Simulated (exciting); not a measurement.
# Electron–core-hole interaction in the O K spectrum of ThSeO

How far do the exchange and direct terms reshape the O K edge of ThSeO?

Program: exciting sodium. Level of theory: X-ray absorption, core-level Bethe-Salpeter equation, exchange and statically screened direct term, Tamm-Dancoff, all-electron LAPW+lo LDA. Results are calculated unless marked as measured.

## (1) Set-up

The structure is tetragonal, space group P4/nmm (No. 129). Conventional cell: a = 4.038 Å, b = 4.038 Å, c = 7.030 Å, α = 90.00°, β = 90.00°, γ = 90.00°. Nearest to Th lie 4 O at 2.38 Å and 6 Se at 3.15 to 3.87 Å and 4 Th at 3.82 Å. Se has 6 Th at 3.15 to 3.87 Å nearest. O has 4 Th at 2.38 Å nearest. Farther neighbours and most contacts between anions are not listed.

Structure file:

```cif
data_structure
_symmetry_space_group_name_H-M 'P4/nmm:1'
_symmetry_Int_Tables_number 129
_cell_length_a 4.0380
_cell_length_b 4.0380
_cell_length_c 7.0300
_cell_angle_alpha 90.000
_cell_angle_beta 90.000
_cell_angle_gamma 90.000
_cell_volume 114.63
loop_
_atom_site_label
_atom_site_type_symbol
_atom_site_symmetry_multiplicity
_atom_site_Wyckoff_symbol
_atom_site_fract_x
_atom_site_fract_y
_atom_site_fract_z
_atom_site_occupancy
Th1 Th 2 c 0.50000 0.00000 0.82000 1
Se1 Se 2 c 0.50000 0.00000 0.37000 1
O1 O 2 a 0.50000 0.50000 0.00000 1
```

Differences between curves are given as r.m.s. difference over r.m.s. height.

## (2) Ground state

The species files are the program's own, with muffin-tin radii set in the input.

The input, input.xml:

```
<input>
  <title>ThSeO</title>
  <structure speciespath="." autormt="false" epslat="1.0e-5">
    <crystal>
      <basevect>7.6307140898 0.0000000000 0.0000000000</basevect>
      <basevect>0.0000000000 7.6307140898 0.0000000000</basevect>
      <basevect>0.0000000000 0.0000000000 13.2847746537</basevect>
    </crystal>
    <species speciesfile="Th.xml" rmt="2.464">
      <atom coord="0.5000000000 0.0000000000 0.8200000000"/>
      <atom coord="0.0000000000 0.5000000000 0.1800000000"/>
    </species>
    <species speciesfile="Se.xml" rmt="2.300">
      <atom coord="0.5000000000 0.0000000000 0.3700000000"/>
      <atom coord="0.0000000000 0.5000000000 0.6300000000"/>
    </species>
    <species speciesfile="O.xml" rmt="1.904">
      <atom coord="0.5000000000 0.5000000000 0.0000000000"/>
      <atom coord="0.0000000000 0.0000000000 0.0000000000"/>
    </species>
  </structure>
  <groundstate do="fromscratch" xctype="LDA_PW" ngridk="4 4 2" rgkmax="7" gmaxvr="14" nempty="8" swidth="0.001" maxscl="100" epsengy="1e-5"/>
</input>
```

The run is started by

```console
> OMP_NUM_THREADS=1 mpirun -n 4 exciting
```

Numbers of over 12 decimals in the logs are rounded to 6 here.

The program printed:

```text
EXCITING SODIUM started
********************************************************************************
* Ground-state run starting from atomic densities                              *
********************************************************************************
+ Starting initialization                                                      +
[... lattice and species ...]
 Spin treatment                             :    spin-unpolarised
 Number of Bravais lattice symmetries       :      16
[...]
valence-band maximum at    1      0.0000  0.0000  0.0000
     conduction-band minimum at    1      0.0000  0.0000  0.0000
+ Self-consistent loop stopped                                                 +
 STATE.OUT is written
********************************************************************************
* Groundstate module stopped                                                   *
********************************************************************************
 Total time spent (seconds)                 :       108.45
| EXCITING SODIUM stopped                                                      =
[key lines of the parts left out:]
Total energy                               :    -58050.58414171
Fermi energy                               :         0.37247819
```

The job ended after 1.8 min (4 MPI ranks of Arm Neoverse V1, shared host).

The mesh shows a gap of 0.67 eV. Core levels (Dirac, from the valence top):

```csv
atom,level,energy (eV)
O,1s1/2,-502.7
```

## (3) A richer basis for the empty states

Each species file gets more local orbitals, built from u and its energy derivative at 0.15 Ha and u at 0.9 Ha.

input.xml is that of step 2.

The input, SPECIES.xml, added lines:

```
<lo l="L">  <!-- L = 0, 1, 2, and 3 from Cs on -->
  <wf matchingOrder="0" trialEnergy="0.1500" searchE="false"/>
  <wf matchingOrder="1" trialEnergy="0.1500" searchE="false"/>
  <wf matchingOrder="0" trialEnergy="0.9000" searchE="false"/>
</lo>
```

The run is started by

```console
> OMP_NUM_THREADS=1 mpirun -n 4 exciting
```

The program printed:

```text
EXCITING SODIUM started
********************************************************************************
* Ground-state run starting from atomic densities                              *
********************************************************************************
+ Starting initialization                                                      +
[... lattice and species ...]
 Spin treatment                             :    spin-unpolarised
 Number of Bravais lattice symmetries       :      16
[...]
valence-band maximum at    1      0.0000  0.0000  0.0000
     conduction-band minimum at    1      0.0000  0.0000  0.0000
+ Self-consistent loop stopped                                                 +
 STATE.OUT is written
********************************************************************************
* Groundstate module stopped                                                   *
********************************************************************************
 Total time spent (seconds)                 :       101.66
| EXCITING SODIUM stopped                                                      =
[key lines of the parts left out:]
Total energy                               :    -58050.58643324
Fermi energy                               :         0.37239486
```

It took 1.7 min on 4 MPI ranks.

Against the first ground state the total energy moves by -10 meV an atom and the gap by -0.01 eV.

## (4) Screening, kernels and BSE for O atom 5

The absorber has 4 Th at 2.38 Å (tetrahedral, site symmetry -4m2).

Edit input.xml of step 3 so:

```diff
@@ -21,3 +21,20 @@
   </structure>
-  <groundstate do="fromscratch" xctype="LDA_PW" ngridk="4 4 2" rgkmax="7" gmaxvr="14" nempty="8" swidth="0.001" maxscl="100" epsengy="1e-5"/>
+  <groundstate do="skip" xctype="LDA_PW" ngridk="4 4 2" rgkmax="7" gmaxvr="14" nempty="8" swidth="0.001" maxscl="100" epsengy="1e-5"/>
+  <xs xstype="BSE" ngridk="3 3 2" ngridq="3 3 2" vkloff="0.097 0.273 0.493" rgkmax="7" nempty="67" gqmax="3" lmaxapwwf="5" lmaxemat="2" broad="0.01654" tevout="true">
+    <energywindow intv="18.056 19.673" points="439"/>
+    <screening screentype="full" nempty="95"/>
+    <BSE xas="true" xasspecies="3" xasatom="1" xasedge="K" bsetype="singlet" nstlxas="1 63"/>
+    <qpointset>
+      <qpoint>0 0 0</qpoint>
+    </qpointset>
+    <plan>
+      <doonly task="xsgeneigvec"/>
+      <doonly task="writepmatxs"/>
+      <doonly task="scrgeneigvec"/>
+      <doonly task="scrwritepmat"/>
+      <doonly task="screen"/>
+      <doonly task="scrcoulint"/>
+      <doonly task="exccoulint"/>
+    </plan>
+  </xs>
 </input>
```

The input, input.xml for the last start (plan only):

```
  <plan>
    <doonly task="bse"/>
  </plan>
```

The run is started by

```console
> OMP_NUM_THREADS=1 mpirun -n 4 exciting
> OMP_NUM_THREADS=4 exciting
```

The program printed:

```text
| EXCITING SODIUM started for task xsgeneigvec ( 301)                          =
One-shot GS runs for BSE calculations
One-shot GS runs for k+qmt/2 grids
Info(xsgeneigvec): Generating eigenvectors for Q-point      1
Info(xsgeneigvec): Generation of eigenvectors finished
| EXCITING SODIUM started for task writepmatxs ( 320)                          =
Info(writepmatxs): Momentum matrix elements finished
| EXCITING SODIUM started for task scrgeneigvec ( 401)                         =
One-shot GS runs for BSE calculations
One-shot GS runs for k+qmt/2 grids
[...]
Info(setup_bse_block): Setting up RR part of hamiltonian
Info(setup_bse_block): Singlet spin state
Info(bse): Diagonalizing RR Hamiltonian (TDA)
Info(bse): Invoking Lapack routine ZHEEVR
      2268 eigen solutions found in the interval:
         i1=       1 i2=    2268
Info(bse): Writing excition energies and oscillator strengths to text file.
Info(makespectrum_dist): Making spectrum using formula for coupling with time reversed AR basis.
Info(makespectrum_dist): Using formalism for vanishing momentum transfer.
Info(writederived): Writing quantities derived from the macroscopic dielectric function.
Info(bselauncher): Spectrum finished for iqmt=  1
Info(bselauncher): All done for BSE type singlet
```

Elapsed: 14 min, on 4 MPI ranks.

Wall time by task: xsgeneigvec 14 s, writepmatxs 8.6 s, scrgeneigvec 10 s, scrwritepmat 7.3 s, screen 2.5 min, scrcoulint 2.7 min, exccoulint 7.4 min, bse 8.7 s.

The O K spectrum of O atom 5 (energy from the Kohn–Sham onset, core level to the lowest empty state found on the meshes used, 503.32 eV; the ground-state mesh sets it, and the shifted mesh has its lowest transition 0.35 eV above it; Im ε scaled to the maximum of the singlet run; cut below the end of the band set):

```csv
E (eV),isotropic,ε ⊥ c,ε ∥ c
-4.0,0.02,0.02,0.02
-3.5,0.03,0.02,0.03
-3.0,0.03,0.03,0.03
-2.5,0.04,0.04,0.04
-2.0,0.05,0.05,0.05
-1.5,0.07,0.06,0.07
-1.0,0.10,0.09,0.11
-0.5,0.17,0.16,0.19
0.0,0.35,0.33,0.39
0.5,0.82,0.78,0.89
1.0,0.99,0.86,1.25
1.5,0.92,0.83,1.08
2.0,0.73,0.70,0.78
2.5,0.56,0.59,0.51
3.0,0.66,0.75,0.47
3.5,0.76,0.85,0.58
4.0,0.86,0.89,0.81
4.5,0.91,0.85,1.02
5.0,0.70,0.70,0.71
5.5,0.61,0.63,0.58
6.0,0.45,0.49,0.38
6.5,0.37,0.42,0.28
7.0,0.32,0.34,0.29
7.5,0.26,0.23,0.33
8.0,0.20,0.19,0.23
8.5,0.19,0.20,0.18
9.0,0.25,0.29,0.17
9.5,0.26,0.32,0.15
10.0,0.28,0.34,0.16
10.5,0.28,0.34,0.17
11.0,0.28,0.31,0.21
11.5,0.25,0.26,0.24
12.0,0.24,0.23,0.26
12.5,0.27,0.25,0.30
13.0,0.22,0.21,0.23
13.5,0.23,0.22,0.23
14.0,0.24,0.23,0.27
14.5,0.28,0.26,0.34
15.0,0.23,0.21,0.28
15.5,0.18,0.15,0.22
16.0,0.16,0.14,0.20
16.5,0.15,0.15,0.15
17.0,0.16,0.17,0.15
17.5,0.16,0.15,0.17
18.0,0.17,0.16,0.20
18.5,0.19,0.18,0.20
19.0,0.18,0.18,0.18
19.5,0.15,0.15,0.16
20.0,0.13,0.13,0.15
20.5,0.14,0.13,0.16
21.0,0.15,0.12,0.21
21.5,0.13,0.10,0.20
22.0,0.12,0.10,0.15
22.5,0.12,0.11,0.15
23.0,0.13,0.11,0.16
```

Maxima (height): 0.8 eV (1.00), 4.3 eV (0.93), 10.7 eV (0.29), 12.5 eV (0.27), 14.4 eV (0.29) and 18.4 eV (0.19).

The Hamiltonian has 2268 rows. The lowest groups of eigenvalues and the brightest ones, on the scale above (the program counts from the shifted mesh's onset, 0.35 eV higher). Core spinors bring spin-forbidden partners, so dark means forbidden by spin or by symmetry, and the shifted mesh splits states that symmetry would keep together:

```csv
energy (eV),states within 10 meV,relative strength
-0.038,2,0.0053
0.069,2,0.035
0.497,2,0.25
0.599,2,dark
0.612,2,1.00
0.642,2,0.021
0.660,2,0.27
0.978,2,0.24
4.323,2,0.21
4.465,2,0.28
4.477,2,0.26
```

## (5) Independent particles

Edit input.xml of step 4 so:

```diff
@@ -25,3 +25,3 @@
     <screening screentype="full" nempty="95"/>
-    <BSE xas="true" xasspecies="3" xasatom="1" xasedge="K" bsetype="singlet" nstlxas="1 63"/>
+    <BSE xas="true" xasspecies="3" xasatom="1" xasedge="K" bsetype="IP" nstlxas="1 63"/>
     <qpointset>
@@ -30,9 +30,3 @@
     <plan>
-      <doonly task="xsgeneigvec"/>
-      <doonly task="writepmatxs"/>
-      <doonly task="scrgeneigvec"/>
-      <doonly task="scrwritepmat"/>
-      <doonly task="screen"/>
-      <doonly task="scrcoulint"/>
-      <doonly task="exccoulint"/>
+      <doonly task="bse"/>
     </plan>
```

The run is started by

```console
> OMP_NUM_THREADS=4 exciting
```

The program printed:

```text
| EXCITING SODIUM started for task bse ( 445)                                  =
Info(bselauncher): Init time:    1.634273
Info(bselauncher): Setting up and diagonalizing BSE Hamiltonian.
Info(bselauncher): Using momentum transfer vectors from list :   1 to  1
Info(bselauncher): Distributing qmt-points over   1 processes.
Info(bselauncher): BSE type: IP
Info(bselauncher): Momentum transfer list index: iqmt=  1
Info(bselauncher): Momentum transfer: vqmtl=   0.000   0.000   0.000
Info(bse): Inspecting occupations...
Info(setranges_modxs): Number of non-reduced k-points:       18
[...]
highest unoccupied state: 107
  Opening gap with a scissor of:      0.000/H      0.000/eV
Info(select_transitions): Number of participating transitions:    2268
Info(bse): Selecting transitions...
Info(bse):bsegap (eV):   503.667999
Info(bse): IP requested, nothing much to do
Info(bse): Writing excition energies and oscillator strengths to text file.
Info(makespectrum_dist): Making spectrum using formula for coupling with time reversed AR basis.
Info(makespectrum_dist): Using formalism for vanishing momentum transfer.
Info(writederived): Writing quantities derived from the macroscopic dielectric function.
Info(bselauncher): Spectrum finished for iqmt=  1
Info(bselauncher): All done for BSE type IP
```

Elapsed: 3 s, on 4 threads.

Maxima (height): 2.6 eV (0.58), 6.2 eV (0.89), 11.6 eV (0.36), 12.9 eV (0.35) and 15.0 eV (0.37); 3 lower ones aren't listed. Against the singlet run the r.m.s. difference is 58 %. Moving the earlier curve by +1.7 eV leaves 29 %. The highest maximum lies at 6.2 eV (0.89), against 0.8 eV (1.00).

## (6) Exchange alone

Edit input.xml of step 5 so:

```diff
@@ -25,3 +25,3 @@
     <screening screentype="full" nempty="95"/>
-    <BSE xas="true" xasspecies="3" xasatom="1" xasedge="K" bsetype="IP" nstlxas="1 63"/>
+    <BSE xas="true" xasspecies="3" xasatom="1" xasedge="K" bsetype="RPA" nstlxas="1 63"/>
     <qpointset>
```

The run is started by

```console
> OMP_NUM_THREADS=4 exciting
```

The program printed:

```text
| EXCITING SODIUM started for task bse ( 445)                                  =
Info(bselauncher): Init time:    1.629966
Info(bselauncher): Setting up and diagonalizing BSE Hamiltonian.
Info(bselauncher): Using momentum transfer vectors from list :   1 to  1
Info(bselauncher): Distributing qmt-points over   1 processes.
Info(bselauncher): BSE type: RPA
Info(bselauncher): Momentum transfer list index: iqmt=  1
Info(bselauncher): Momentum transfer: vqmtl=   0.000   0.000   0.000
Info(bse): Inspecting occupations...
Info(setranges_modxs): Number of non-reduced k-points:       18
[...]
Info(setup_bse_block): Setting up RR part of hamiltonian
Info(setup_bse_block): Using RPA approximation
Info(bse): Diagonalizing RR Hamiltonian (TDA)
Info(bse): Invoking Lapack routine ZHEEVR
      2268 eigen solutions found in the interval:
         i1=       1 i2=    2268
Info(bse): Writing excition energies and oscillator strengths to text file.
Info(makespectrum_dist): Making spectrum using formula for coupling with time reversed AR basis.
Info(makespectrum_dist): Using formalism for vanishing momentum transfer.
Info(writederived): Writing quantities derived from the macroscopic dielectric function.
Info(bselauncher): Spectrum finished for iqmt=  1
Info(bselauncher): All done for BSE type RPA
```

The job ended after 10 s (4 threads).

Maxima (height): 2.6 eV (0.55), 6.2 eV (0.88), 11.6 eV (0.37), 12.9 eV (0.35) and 15.0 eV (0.38); 3 lower ones aren't listed. The spectrum differs from the independent-particle run by 3 % r.m.s.

## (7) A changed run

In this try the input is made faulty on purpose, to show what that does.

Edit input.xml of step 6 so:

```diff
@@ -24,4 +24,4 @@
     <energywindow intv="18.056 19.673" points="439"/>
-    <screening screentype="full" nempty="95"/>
-    <BSE xas="true" xasspecies="3" xasatom="1" xasedge="K" bsetype="RPA" nstlxas="1 63"/>
+    <screening screentype="full" nempty="8"/>
+    <BSE xas="true" xasspecies="3" xasatom="1" xasedge="K" bsetype="singlet" nstlxas="1 63"/>
     <qpointset>
@@ -30,3 +30,6 @@
     <plan>
-      <doonly task="bse"/>
+      <doonly task="scrgeneigvec"/>
+      <doonly task="scrwritepmat"/>
+      <doonly task="screen"/>
+      <doonly task="scrcoulint"/>
     </plan>
```

The input, input.xml for the last start (plan only):

```
  <plan>
    <doonly task="bse"/>
  </plan>
```

The run is started by

```console
> OMP_NUM_THREADS=1 mpirun -n 4 exciting
> OMP_NUM_THREADS=4 exciting
```

The program printed:

```text
| EXCITING SODIUM started for task scrgeneigvec ( 401)                         =
One-shot GS runs for BSE calculations
One-shot GS runs for k+qmt/2 grids
Info(xsgeneigvec): Generating eigenvectors for Q-point      1
Using screening GS parameters.
Info(xsgeneigvec): Generation of eigenvectors finished
| EXCITING SODIUM started for task scrwritepmat ( 420)                         =
Info(writepmatxs): Momentum matrix elements finished
Info(scrwritepmat): Momentum matrix elements for screening finished
| EXCITING SODIUM started for task screen ( 430)                               =
[...]
Info(setup_bse_block): Setting up RR part of hamiltonian
Info(setup_bse_block): Singlet spin state
Info(bse): Diagonalizing RR Hamiltonian (TDA)
Info(bse): Invoking Lapack routine ZHEEVR
      2268 eigen solutions found in the interval:
         i1=       1 i2=    2268
Info(bse): Writing excition energies and oscillator strengths to text file.
Info(makespectrum_dist): Making spectrum using formula for coupling with time reversed AR basis.
Info(makespectrum_dist): Using formalism for vanishing momentum transfer.
Info(writederived): Writing quantities derived from the macroscopic dielectric function.
Info(bselauncher): Spectrum finished for iqmt=  1
Info(bselauncher): All done for BSE type singlet
```

Elapsed: 3.9 min, on 4 MPI ranks.

The input has a fault: far too few empty states in the screening. The spectrum differs from the singlet run by 156 % r.m.s. The highest maximum lies at -1.6 eV (3.56), against 0.8 eV (1.00). The first bright state moves from 0.50 to -1.75 eV. Too few states underscreen, so the attraction is too strong.

```csv
E (eV),first run,this run
-5.0,0.02,0.07
-4.0,0.02,0.14
-3.0,0.03,0.37
-2.0,0.05,2.17
-1.0,0.10,1.43
0.0,0.35,0.41
1.0,0.99,0.39
2.0,0.73,0.37
3.0,0.66,0.42
4.0,0.86,0.25
5.0,0.70,0.17
6.0,0.45,0.14
7.0,0.32,0.12
8.0,0.20,0.11
9.0,0.25,0.17
10.0,0.28,0.15
11.0,0.28,0.15
12.0,0.24,0.15
13.0,0.22,0.13
14.0,0.24,0.16
15.0,0.23,0.09
16.0,0.16,0.09
17.0,0.16,0.10
18.0,0.17,0.11
19.0,0.18,0.09
20.0,0.13,0.08
21.0,0.15,0.08
22.0,0.12,0.07
23.0,0.13,0.08
```

(Part 1 of 2 ends here.)

[Banner, clock and machine lines of the logs are left out without a mark of their own.]

[Logs are printed without paths, hosts, clocks, repeated set-up lines and the standing remarks that a program may print on its own settings, such as how far it seeks lower states.]

[Hosts, paths, dates, database ids (printed as entryN), source tags and the programs' standing remarks are cut or masked in the printed files.]
